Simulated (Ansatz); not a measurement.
Two G0W0 runs on Bi2Se3 (R-3m).

```
Bi Se
1.0
     2.09568    1.20994    9.97623
    -2.09568    1.20994    9.97623
     0.00000   -2.41989    9.97623
Bi Se
2 3
Direct
  0.39843 0.39843 0.39843
  0.60157 0.60157 0.60157
  0.00000 0.00000 0.00000
  0.21571 0.21571 0.21571
  0.78429 0.78429 0.78429
```

The cell and positions are those that the Materials Project relaxed with its own functionals (PBE, PBE+U or r2SCAN), kept fixed. Spin-orbit coupling is left out unless a run names it. PAW set soft_2, made with PBE.

The first (Ansatz 0.2.0; start PBE, 6×6×6 mesh, 1048 empty bands, screening to 210 eV; 1 × NVIDIA H100 80GB HBM3 (shared by 6 runs) with 3 threads of AMD EPYC 7R13 (Zen 3), shared host) gave, on its mesh: starting gap 0.44 eV, G0W0 gap 0.78 eV, RPA ε∞ (mean) 16.53, 18 min.

The second gave: starting gap 0.44 eV, G0W0 gap 0.65 eV, RPA ε∞ (mean) 16.62, 2.3 min.

Q: What was changed in the input? Choose among start, files, mesh, bands and cutoff, frequency model or another key.

Changed: empty bands from 1048 to 172 and screening cutoff (eV) from 210.0 to 63. The starting gap stayed, which rules out the functional and points to the GW step. Other changes could give like numbers; this is the one that was made.

Limits: not at the basis limit; model gap, bands may invert with spin-orbit coupling; no spin-orbit coupling.

[Paths, hosts, dates, memory and timing lines, banners, echoed tables and standing remarks are left out of the program output.]

[Logs are printed without paths, hosts, clocks, repeated set-up lines and the standing remarks that a program may print on its own settings, such as how far it seeks lower states.]

[Runs of the session that timed out or met a known fault of the program may be left out.]

[Cells called generated may have been cut or substituted from an entry of the Crystallography Open Database or the Materials Project.]

[Hosts, paths, dates, database ids (printed as entryN), source tags and the programs' standing remarks are cut or masked in the printed files.]
